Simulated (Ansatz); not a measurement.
## Lattice dynamics of TlS4Br (built on the sites of a database entry of TlClO4)

Wanted: phonon frequencies of TlS4Br (built on the sites of a database entry of TlClO4) and what follows from them.

Program: Ansatz 0.2.0. Level of theory: DFT PBEsol, scalar-relativistic, plane waves, PAW. Results are calculated unless marked as measured.

Most raw output is cut from this account.

The structure was built from a prototype and need not be the compound's stable phase.

## (1) The starting structure

The structure is cubic, space group F-43m (No. 216). The conventional cell has a = 8.886 Å, b = 8.886 Å, c = 8.886 Å, α = 90.00°, β = 90.00°, γ = 90.00°. Nearest to Tl lie 12 S at 3.68 Å. Nearest to Br lie 4 S at 1.95 Å. Nearest to S lie 1 Br at 1.95 Å. Farther neighbours and most contacts between anions are not listed.

## (2) Coarse relaxation

A rough relaxation comes first, because large forces or stress need no tight tolerances yet.

File input.yaml:

```yaml
crystal:
  lattice:
    - [0.0, 4.44308, 4.44308]
    - [4.44308, 0.0, 4.44308]
    - [4.44308, 4.44308, 0.0]
  atoms:
    - { symbol: Tl, position: [0.5, 0.5, 0.5] }
    - { symbol: Br, position: [0.0, 0.0, 0.0] }
    - { symbol: S, position: [0.127, 0.127, 0.127] }
    - { symbol: S, position: [0.619, 0.127, 0.127] }
    - { symbol: S, position: [0.127, 0.127, 0.619] }
    - { symbol: S, position: [0.127, 0.619, 0.127] }
kpoints:
  mp_grid: { grid: [4, 4, 4] }
hamiltonian:
  xc: pbesol
scf:
  occupations: { method: gaussian, width: 0.1 }
output:
  forces: true
  stress: true
  eigenvalues: true
relax:
  adjacent_minimum: "off"
  f_tol: 0.05
  max_steps: 80
  cell: { stress_tol: 0.5 }
```

Started as:

```bash
> ansatz run input.yaml --threads 8 --pin off --max-ram 14336MiB --backend cpu --events-out ev --progress --plain --runs-dir out
```

The job ended after 4.3 s (8 threads of Intel Xeon Platinum 8488C (Sapphire Rapids), shared host; peak memory 0.64 GiB).

Relaxation path:

```tsv
step	energy less that of the first step (eV)	largest force component (eV/Å)	pressure (GPa)	volume (Å³)
1	0.0000	2.8902	12.64	175.42
2	-2.4094	0.9820	2.96	187.68
3	-2.9573	0.6582	2.70	183.90
4	-3.4402	0.4912	2.99	189.92
5	-3.5723	0.2873	-0.47	205.56
6	-3.6154	0.0659	-0.08	205.16
7	-3.6175	0.0095	0.03	205.33
8*	-3.6201	0.0093	0.04	205.33
```

Relaxation steps marked * repeat the geometry before them on a plane-wave basis chosen anew for their cell, so energy and pressure can jump there.

Forces are held to the 24 operations that the run works with; a distortion that breaks them can't arise in this run.

```tsv
conventional cell, symmetrised	before	after	change
a (Å)	8.886	9.365	+5.4 %
b (Å)	8.886	9.365	+5.4 %
c (Å)	8.886	9.365	+5.4 %
volume (Å³/atom)	29.24	34.22	+17.1 %
```

The atoms that moved most (Å, as changes of fractional coordinates times the final cell):

```tsv
atom	dx	dy	dz	length
S4	0.269	-0.269	-0.269	0.466
S5	-0.269	-0.269	0.269	0.466
S6	-0.269	0.269	-0.269	0.466
S3	0.269	0.269	0.269	0.466
```

This step gave:

* pressure: 0.04457 GPa
* volume per atom: 34.22 Å³
* gap on the k-mesh: 0 eV

In this step the volume went from 29.24 to 34.22 Å³/atom.

## (3) Relaxation

Harmonic phonons are second derivatives at a point where the forces vanish, and they are wanted at zero stress, so atoms and cell are relaxed first.

File input.yaml:

```yaml
crystal:
  lattice:
    - [0.0, 4.6824779684, 4.6824779684]
    - [4.6824779684, 0.0, 4.6824779684]
    - [4.6824779684, 4.6824779684, 0.0]
  atoms:
    - { symbol: Tl, position: [0.5, 0.5, 0.5] }
    - { symbol: Br, position: [0.0, 0.0, 0.0] }
    - { symbol: S, position: [0.1557001558, 0.1557001558, 0.1557001558] }
    - { symbol: S, position: [0.5328995327, 0.1557001558, 0.1557001558] }
    - { symbol: S, position: [0.1557001558, 0.1557001558, 0.5328995327] }
    - { symbol: S, position: [0.1557001558, 0.5328995327, 0.1557001558] }
kpoints:
  mp_grid: { grid: [8, 8, 8] }
hamiltonian:
  xc: pbesol
scf:
  occupations: { method: gaussian, width: 0.1 }
output:
  forces: true
  stress: true
  eigenvalues: true
relax:
  adjacent_minimum: "off"
  f_tol: 0.005
  max_steps: 80
  cell: { stress_tol: 0.05 }
```

The job ended after 5.7 s (8 threads; peak memory 0.78 GiB; 40 s of CPU time).

The steps of the relaxation:

```tsv
step	energy less that of the first step (eV)	largest force component (eV/Å)	pressure (GPa)	volume (Å³)
1	0.0000	0.0438	0.04	205.33
2	-0.0007	0.0257	0.01	205.20
3	-0.0010	0.0001	0.00	204.88
4*	-0.0010	0.0001	0.00	204.88
```

Relaxation steps marked * repeat the geometry before them on a plane-wave basis chosen anew for their cell, so energy and pressure can jump there.

Forces are held to the 24 operations that the run works with; a distortion that breaks them can't arise in this run.

```tsv
conventional cell, symmetrised	before	after	change
a (Å)	9.365	9.358	-0.1 %
b (Å)	9.365	9.358	-0.1 %
c (Å)	9.365	9.358	-0.1 %
volume (Å³/atom)	34.22	34.15	-0.2 %
```

The relaxed structure:

```xyz
6
Lattice="0.0000 4.6790 4.6790 4.6790 0.0000 4.6790 4.6790 4.6790 0.0000" Properties=species:S:1:pos:R:3 pbc="T T T"
Tl    4.6790    4.6790    4.6790
Br    0.0000    0.0000    0.0000
S     1.4530    1.4530    1.4530
S     1.4530    3.2260    3.2260
S     3.2260    3.2260    1.4530
S     3.2260    1.4530    3.2260
```

This step gave:

```yaml
pressure: -6.10e-5 GPa
volume_per_atom: 34.15 Å³
```

In this step the volume went from 34.22 to 34.15 Å³/atom.

## (4) Tight relaxation

Phonons need a cell at rest on their own settings, so the relaxation is repeated with tight tolerances on forces and stress on the k mesh and occupations of the first response run.

File input.yaml:

```yaml
crystal:
  lattice:
    - [0.0, 4.6790039896, 4.6790039896]
    - [4.6790039896, 0.0, 4.6790039896]
    - [4.6790039896, 4.6790039896, 0.0]
  atoms:
    - { symbol: Tl, position: [0.5, 0.5, 0.5] }
    - { symbol: Br, position: [0.0, 0.0, 0.0] }
    - { symbol: S, position: [0.1552722156, 0.1552722156, 0.1552722156] }
    - { symbol: S, position: [0.5341833531, 0.1552722156, 0.1552722156] }
    - { symbol: S, position: [0.1552722156, 0.1552722156, 0.5341833531] }
    - { symbol: S, position: [0.1552722156, 0.5341833531, 0.1552722156] }
kpoints:
  mp_grid: { grid: [8, 8, 8] }
hamiltonian:
  xc: pbesol
scf:
  occupations: { method: methfessel_paxton, width: 0.2 }
output:
  forces: true
  stress: true
  eigenvalues: true
relax:
  adjacent_minimum: "off"
  f_tol: 0.001
  max_steps: 60
  cell: { stress_tol: 0.01 }
```

Run time: 4.4 s. Hardware: 8 threads; peak memory 0.78 GiB; 31 s of CPU time.

Little changed from the start: no atom moved by 0.005 Å and no cell edge by 0.1 %.

Numbers from this step:

| Property | Result |
| --- | --- |
| pressure | -0.004901 GPa |
| volume per atom | 34.14 Å³ |

The largest force component left is 0.0094 meV/Å and the pressure is -0.005 GPa, within the tolerances set. The cell now holds 34.14 Å³/atom.

## (5) Linear response at the zone centre

The zone centre comes first: it holds the modes that light can see, as far as symmetry allows. No field response is asked, since the mesh shows no gap.

File input.yaml:

```yaml
crystal:
  lattice:
    - [0.0, 4.6786404278, 4.6786404278]
    - [4.6786404278, 0.0, 4.6786404278]
    - [4.6786404278, 4.6786404278, 0.0]
  atoms:
    - { symbol: Tl, position: [0.5, 0.5, 0.5] }
    - { symbol: Br, position: [0.0, 0.0, 0.0] }
    - { symbol: S, position: [0.1552696917, 0.1552696917, 0.1552696917] }
    - { symbol: S, position: [0.5341909248, 0.1552696917, 0.1552696917] }
    - { symbol: S, position: [0.1552696917, 0.1552696917, 0.5341909248] }
    - { symbol: S, position: [0.1552696917, 0.5341909248, 0.1552696917] }
kpoints:
  mp_grid: { grid: [8, 8, 8] }
hamiltonian:
  xc: pbesol
scf:
  occupations: { method: methfessel_paxton, width: 0.2 }
output:
  eigenvalues: true
phonons:
  method: dfpt
```

Elapsed: 36 s, on 8 threads; peak memory 3.1 GiB; 4.4 min of CPU time.

Numbers from this step:

```
sum-rule residual before enforcement                    : 8.74e-5 eV/Å²
point group                                             : -43m
highest optical mode at the zone centre (no LO-TO term) : 320.1 cm⁻¹
lowest optical zone-centre mode                         : -306.4 cm⁻¹
```

Patterns of degenerate modes are one choice out of their space. The modes at Γ (shares of kinetic energy by element, %) (negative means imaginary):

```tsv
mode	frequency (cm⁻¹)	symmetry	Tl %	Br %	S %
1	-306.4	T2	0	2	98
2	-306.4	T2	0	2	98
3	-306.4	T2	0	2	98
4	-233.4	E	0	0	100
5	-233.4	E	0	0	100
6	-93.4	T1	0	0	100
7	-93.4	T1	0	0	100
8	-93.4	T1	0	0	100
9	-44.7	T2	49	11	40
10	-44.7	T2	49	11	40
11	-44.7	T2	49	11	40
12	0.0	acoustic	50	19	31
13	0.0	acoustic	50	19	31
14	0.0	acoustic	50	19	31
15	117.5	T2	1	68	31
16	117.5	T2	1	68	31
17	117.5	T2	1	68	31
18	320.1	A1	0	0	100
```

Displacements in mode 3 (-306.4 cm⁻¹), the largest set to 1:
```
Tl1 -0.05  0.00  0.00
Br2  0.25  0.00  0.00
S3  -0.07 -1.00 -1.00
S4  -0.07  1.00  1.00
S5  -0.07 -1.00  1.00
S6  -0.07  1.00 -1.00
```

Displacements in mode 5 (-233.4 cm⁻¹), the largest set to 1:
```
Tl1  0.00  0.00  0.00
Br2  0.00  0.00  0.00
S3  -0.08  1.00 -0.92
S4  -0.08 -1.00  0.92
S5   0.08 -1.00 -0.92
S6   0.08  1.00  0.92
```

Before it was imposed, the acoustic sum rule was missed by 8.7e-5 eV/Å². Small misses are needed for a sound result but don't prove that mesh and cutoff are converged. The lowest optical mode is imaginary, 306.4i cm⁻¹, so the energy falls along it.

## (6) Phonons on a q mesh

Stability and thermal properties need the whole zone. Linear response on a 2×2×2 q mesh gives force constants as far as a supercell of that size would.

input.yaml, as its differences from that of step 5:

```diff
@@ -22 +22,8 @@
   method: dfpt
+  qmesh: [2, 2, 2]
+  temperatures: { t_max: 1000, t_step: 50 }
+  qpath:
+    path:
+      - [[0.0, 0.0, 0.0], [-0.5, -0.5, 0.0], [-0.375, -0.375, 0.25]]
+      - [[-0.375, 0.0, 0.375], [0.0, 0.0, 0.0], [0.0, 0.0, 0.5], [-0.5, -0.25, 0.25], [-0.5, -0.5, 0.0]]
+    npoints: 10
```

Run time: 1.9 min. Hardware: 8 threads; peak memory 3.5 GiB; 14 min of CPU time.

This step gave:

| Quantity | Value |
| --- | --- |
| sum-rule residual before enforcement | 6.32e-5 eV/Å² |
| lowest frequency on the path | -314.2 cm⁻¹ |
| highest frequency on the path or at a solved wavevector | 320.1 cm⁻¹ |
| lowest mode on the q mesh (acoustic modes at Γ apart) | -314.2 cm⁻¹ |

Frequencies (cm⁻¹) solved at each irreducible wavevector; negative means imaginary. Frequencies by wavevector, by row:

```tsv
q in reciprocal lattice units	star	mode 1	mode 2	mode 3	mode 4	mode 16	mode 17	mode 18
0 0 0	1	-306.4	-306.4	-306.4	-233.4	117.5	117.5	320.1
0 0 -0.5	4	-314.2	-300.8	-300.8	-211.9	119	123.2	306.9
0 -0.5 -0.5	3	-309.8	-309.8	-292.8	-221.8	126.7	126.7	303.9
```

Interpolated from a 2×2×2 q mesh. The phonon branches at the labelled points (cm⁻¹):

```tsv
point	branch 1	branch 2	branch 3	branch 4	branch 15	branch 16	branch 17	branch 18
Γ	-306	-306	-306	-233	118	118	118	320
halfway	-308	-308	-300	-228	113	122	122	312
X	-310	-310	-293	-222	105	127	127	304
halfway	-310	-309	-294	-220	100	126	132	304
U	-310	-306	-297	-215	96	125	138	304
jump to K	-310	-306	-297	-215	96	125	138	304
halfway	-309	-306	-301	-223	111	120	127	312
Γ	-306	-306	-306	-233	118	118	118	320
halfway	-310	-304	-304	-225	119	119	119	314
L	-314	-301	-301	-212	119	119	123	307
halfway	-312	-303	-300	-212	101	123	136	305
W	-309	-306	-298	-213	88	132	136	303
halfway	-310	-308	-295	-218	96	130	132	304
X	-310	-310	-293	-222	105	127	127	304
```

The phonon density of states has structure finer than the step of the table below, so its rows give means over 25 cm⁻¹, whole bins alone (the curve runs from -312 to 322 cm⁻¹). Peaks (cm⁻¹: height): -307.5: 0.190, -212.5: 0.0971, -157.5: 0.0845, -42.5: 0.248, -7.5: 0.164, 122.5: 0.139, 307.5: 0.0965.

Tetrahedra on a 12×12×12 mesh, mean over bins of 5 cm-1. Interpolated from a 2×2×2 q mesh. Phonon density of states against wavenumber; means over each step:

```tsv
wavenumber (cm⁻¹)	phonon density of states (1/cm⁻¹/cell)
-300	0.108
-275	0
-250	0
-225	0.0447
-200	0.0337
-175	0.00962
-150	0.0610
-125	0.0335
-100	0.0175
-75	0
-50	0.0805
-25	0.0672
0	0.0525
25	0.00379
50	0.0264
75	0.00974
100	0.0325
125	0.0819
150	0.00554
175	0
200	0
225	0
250	0
275	0
300	0.0344
```

The partial phonon density of states has structure finer than the step of the table below, so its rows give means over 20 cm⁻¹, whole bins alone (the curve runs from -324 to 340 cm⁻¹). Peaks (cm⁻¹: height): Br -44.3: 0.0180, -10.9: 0.0214, 55.8: 0.00909, 122.6: 0.0645; S -307.4: 0.157, -215.5: 0.0771, -157.1: 0.0775, -44.3: 0.0542, -10.9: 0.0364, 122.6: 0.0395, 306.3: 0.0674; Tl -36.0: 0.110, -10.9: 0.0557.

Phonopy on the run's constants, 11x11x11 mesh, Gaussian sigma 4.7 cm-1. Interpolated from a 2×2×2 q mesh. The partial phonon density of states by wavenumber; means over each step; values in 1/cm⁻¹/cell:

```tsv
wavenumber (cm⁻¹)	Br	S	Tl
-300	0.00274	0.106	5.8e-5
-280	2.6e-5	0.00280	8.7e-7
-260	0	7.7e-7	0
-240	3.2e-6	0.00531	2.7e-6
-220	9.9e-5	0.0570	5.5e-5
-200	9.6e-5	0.0329	2.3e-5
-180	4.1e-5	0.00566	6.7e-6
-160	0.00143	0.0537	2.7e-4
-140	0.00152	0.0416	2.5e-4
-120	8.1e-4	0.0300	1.3e-4
-100	2.0e-4	0.0183	2.9e-5
-80	9.8e-7	5.7e-4	0
-60	0.00146	0.00433	0.00531
-40	0.0113	0.0342	0.0818
-20	0.0116	0.0199	0.0331
0	0.00822	0.0142	0.0238
20	7.7e-4	0.00156	0.00114
40	0.00376	0.00849	0.00139
60	0.00629	0.0206	0.00185
80	0.00249	0.00457	1.6e-4
100	0.0250	0.00808	1.1e-4
120	0.0503	0.0294	2.9e-4
140	0.0204	0.0138	5.1e-5
160	8.1e-5	5.4e-5	0
180	0	0	0
200	0	0	0
220	0	0	0
240	0	0	0
260	0	0	0
280	1.0e-7	7.9e-5	0
300	9.5e-5	0.0330	7.0e-5
320	3.0e-5	0.0166	2.4e-5
```

Symmetry leaves 3 wavevectors to solve. The lowest mode among them, the acoustic zeros apart, lies at q = (0, 0, -0.5) and is imaginary, 314.2i cm⁻¹, so the energy falls along it.

## (7) Isotope substitution, element Br, natural mass 79.904 amu

An isotope changes the mass and not the force constants, so no new electronic calculation is needed; the shifts show which modes move this element.

The same force constants with the mass of Br changed from 79.904 to 80.916 u (phonopy, no LO-TO term). Both lists are sorted by frequency; levels can cross, so a row need not hold one and the same mode. Modes under 3 cm⁻¹ are left out. Isotope shifts, by row, the first 40 of 51 rows:

```tsv
q	rank	natural mass (cm⁻¹)	changed mass (cm⁻¹)
0 0 0	1	-306.4	-306.4
0 0 0	2	-306.4	-306.4
0 0 0	3	-306.4	-306.4
0 0 0	4	-233.4	-233.4
0 0 0	5	-233.4	-233.4
0 0 0	6	-93.41	-93.41
0 0 0	7	-93.41	-93.41
0 0 0	8	-93.41	-93.41
0 0 0	9	-44.66	-44.63
0 0 0	10	-44.66	-44.63
0 0 0	11	-44.66	-44.63
0 0 0	15	117.5	117
0 0 0	16	117.5	117
0 0 0	17	117.5	117
0 0 0	18	320.1	320.1
0 0 -0.5	1	-314.2	-314.2
0 0 -0.5	2	-300.8	-300.7
0 0 -0.5	3	-300.8	-300.7
0 0 -0.5	4	-211.9	-211.9
0 0 -0.5	5	-211.9	-211.9
0 0 -0.5	6	-160.5	-160.4
0 0 -0.5	7	-160.5	-160.4
0 0 -0.5	8	-96.45	-96.45
0 0 -0.5	9	-42.47	-42.44
0 0 -0.5	10	-42.47	-42.44
0 0 -0.5	11	-36.08	-36.08
0 0 -0.5	12	-9.89	-9.88
0 0 -0.5	13	-9.89	-9.88
0 0 -0.5	14	51.76	51.65
0 0 -0.5	15	119	118.6
0 0 -0.5	16	119	118.6
0 0 -0.5	17	123.2	122.8
0 0 -0.5	18	306.9	306.9
0 -0.5 -0.5	1	-309.8	-309.8
0 -0.5 -0.5	2	-309.8	-309.8
0 -0.5 -0.5	3	-292.8	-292.8
0 -0.5 -0.5	4	-221.8	-221.8
0 -0.5 -0.5	5	-177	-177
0 -0.5 -0.5	6	-166.1	-166.1
0 -0.5 -0.5	7	-149.9	-149.8
```

A mode of this element alone would shift by -0.63 %. The highest zone-centre frequency without the field goes from 320.1 to 320.1 cm⁻¹ (+0.0 %).

## (8) Another isotope, element S, natural mass 32.06 amu

The same for S, from 32.06 to 33.97 u.

A mode of this element alone would shift by -2.85 %. The highest zone-centre frequency without the field goes from 320.1 to 311.0 cm⁻¹ (-2.8 %).

## (9) Isotope substitution, element Tl, natural mass 204.38 amu

The same for Tl, from 204.38 to 202.97 u.

The same force constants with the mass of Tl changed from 204.380 to 202.972 u (phonopy, no LO-TO term). Both lists are sorted by frequency; levels can cross, so a row need not hold one and the same mode. Modes under 3 cm⁻¹ are left out. Isotope shifts, by row, the first 40 of 51 rows:

```tsv
q	rank	natural mass (cm⁻¹)	changed mass (cm⁻¹)
0 0 0	1	-306.4	-306.4
0 0 0	2	-306.4	-306.4
0 0 0	3	-306.4	-306.4
0 0 0	4	-233.4	-233.4
0 0 0	5	-233.4	-233.4
0 0 0	6	-93.41	-93.41
0 0 0	7	-93.41	-93.41
0 0 0	8	-93.41	-93.41
0 0 0	9	-44.66	-44.74
0 0 0	10	-44.66	-44.74
0 0 0	11	-44.66	-44.74
0 0 0	15	117.5	117.5
0 0 0	16	117.5	117.5
0 0 0	17	117.5	117.5
0 0 0	18	320.1	320.1
0 0 -0.5	1	-314.2	-314.2
0 0 -0.5	2	-300.8	-300.8
0 0 -0.5	3	-300.8	-300.8
0 0 -0.5	4	-211.9	-211.9
0 0 -0.5	5	-211.9	-211.9
0 0 -0.5	6	-160.5	-160.5
0 0 -0.5	7	-160.5	-160.5
0 0 -0.5	8	-96.45	-96.45
0 0 -0.5	9	-42.47	-42.54
0 0 -0.5	10	-42.47	-42.54
0 0 -0.5	11	-36.08	-36.2
0 0 -0.5	12	-9.89	-9.91
0 0 -0.5	13	-9.89	-9.91
0 0 -0.5	14	51.76	51.77
0 0 -0.5	15	119	119
0 0 -0.5	16	119	119
0 0 -0.5	17	123.2	123.2
0 0 -0.5	18	306.9	307
0 -0.5 -0.5	1	-309.8	-309.8
0 -0.5 -0.5	2	-309.8	-309.8
0 -0.5 -0.5	3	-292.8	-292.8
0 -0.5 -0.5	4	-221.8	-221.8
0 -0.5 -0.5	5	-177	-177
0 -0.5 -0.5	6	-166.1	-166.1
0 -0.5 -0.5	7	-149.9	-149.9
```

A mode of this element alone would shift by +0.35 %. The highest zone-centre frequency without the field goes from 320.1 to 320.1 cm⁻¹ (+0.0 %).

## (10) Results

* space group after relaxation (within 0.01 Å): F-43m
* volume per atom: 34.1 Å³
* electronic character: no gap on this mesh
* highest optical mode at the zone centre (no LO-TO term): 320 cm⁻¹
* lowest optical zone-centre mode: -306 cm⁻¹
* lowest mode on the q mesh (acoustic modes at Γ apart): -314 cm⁻¹
* highest frequency on the path or at a solved wavevector: 320 cm⁻¹
* imaginary modes on the 2×2×2 q mesh: yes

What this shows: Modes are clearly imaginary (beyond 10i cm⁻¹) at 3 of the 3 irreducible wavevectors, most at q = (0, 0, -0.5) (314.2i cm⁻¹), so this structure is not a minimum of the energy. The optical modes at Γ span -306 to 320 cm⁻¹ (negative means imaginary). The highest mode in this list at Γ, 320.1 cm⁻¹, is mostly motion of S (100 % of the kinetic energy). With no gap, or one that is small against the smearing, the frequencies hang on the k mesh and the smearing, most of all near Kohn anomalies. A semilocal functional can close a gap that the real compound would have, so the metallic treatment may be an artefact of the level. Spin-orbit coupling is left out, which can matter for the heavy elements here. A phonon run warned that its eigensolver left some bands unconverged in a pass. The starting cell was built on a prototype and not taken from a measurement, so the phase need not exist. These are harmonic frequencies at zero temperature: anharmonic shifts, linewidths and thermal expansion are left out.

[Logs are printed without paths, hosts, clocks, repeated set-up lines and the standing remarks that a program may print on its own settings, such as how far it seeks lower states.]

[Hosts, paths, dates, database ids (printed as entryN), source tags and the programs' standing remarks are cut or masked in the printed files.]
